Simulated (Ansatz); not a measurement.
```
! title: A low-energy model for K2MoF6 (started from the K2PtCl6 type) (Fm-3m): bands, U and J
! method: DFT, PBE, plane waves, PAW (and 1 further level or step)
! program: Ansatz 0.2.0
! settings of one run: cutoff 420 eV, 8×8×8 k-mesh, smearing width 0.08 eV, default PAW, coordination {"Mo": "octahedral"}, magnetic state non-magnetic by constraint
! cost: 2 runs, 1.7 min in all on 4 threads of Arm Neoverse V1, shared host (the runs of this entry)
! notes: The structure was built from a prototype and need not be the compound’s stable phase. This run has no spin polarisation, although Mo can carry a moment. The structure was relaxed with PBE. The structure type comes from a generator and need not be one that this composition takes. Limits: no spin-orbit coupling. The bands cross the Fermi level under this constraint, which need not be the crystal’s state: magnetic order, correlation or a lattice distortion may open a gap.
! Mo t2g: U 5.96 eV, U′ 5.19 eV, J 0.35 eV, bare V 13.0 eV
! method: constrained RPA on non-magnetic PBE, 4×4×4 mesh, static; search for lower states off
CELL_PARAMETERS angstrom
4.29598 0.00000 4.29598
4.29598 4.29598 0.00000
0.00000 4.29598 4.29598
ATOMIC_POSITIONS crystal
K 0.25000 0.25000 0.25000
K 0.75000 0.75000 0.75000
Mo 0.00000 0.00000 0.00000
F 0.22892 0.22892 0.77108
F 0.77108 0.77108 0.22892
F 0.22892 0.77108 0.22892
F 0.77108 0.22892 0.77108
F 0.77108 0.22892 0.22892
F 0.22892 0.77108 0.77108
```

[Paths, hosts, dates, memory and timing lines, banners, echoed tables and standing remarks are left out of the program output.]

[Logs are printed without paths, hosts, clocks, repeated set-up lines and the standing remarks that a program may print on its own settings, such as how far it seeks lower states.]

[Runs of the session that timed out or met a known fault of the program may be left out.]

[Hosts, paths, dates, database ids (printed as entryN), source tags and the programs' standing remarks are cut or masked in the printed files.]
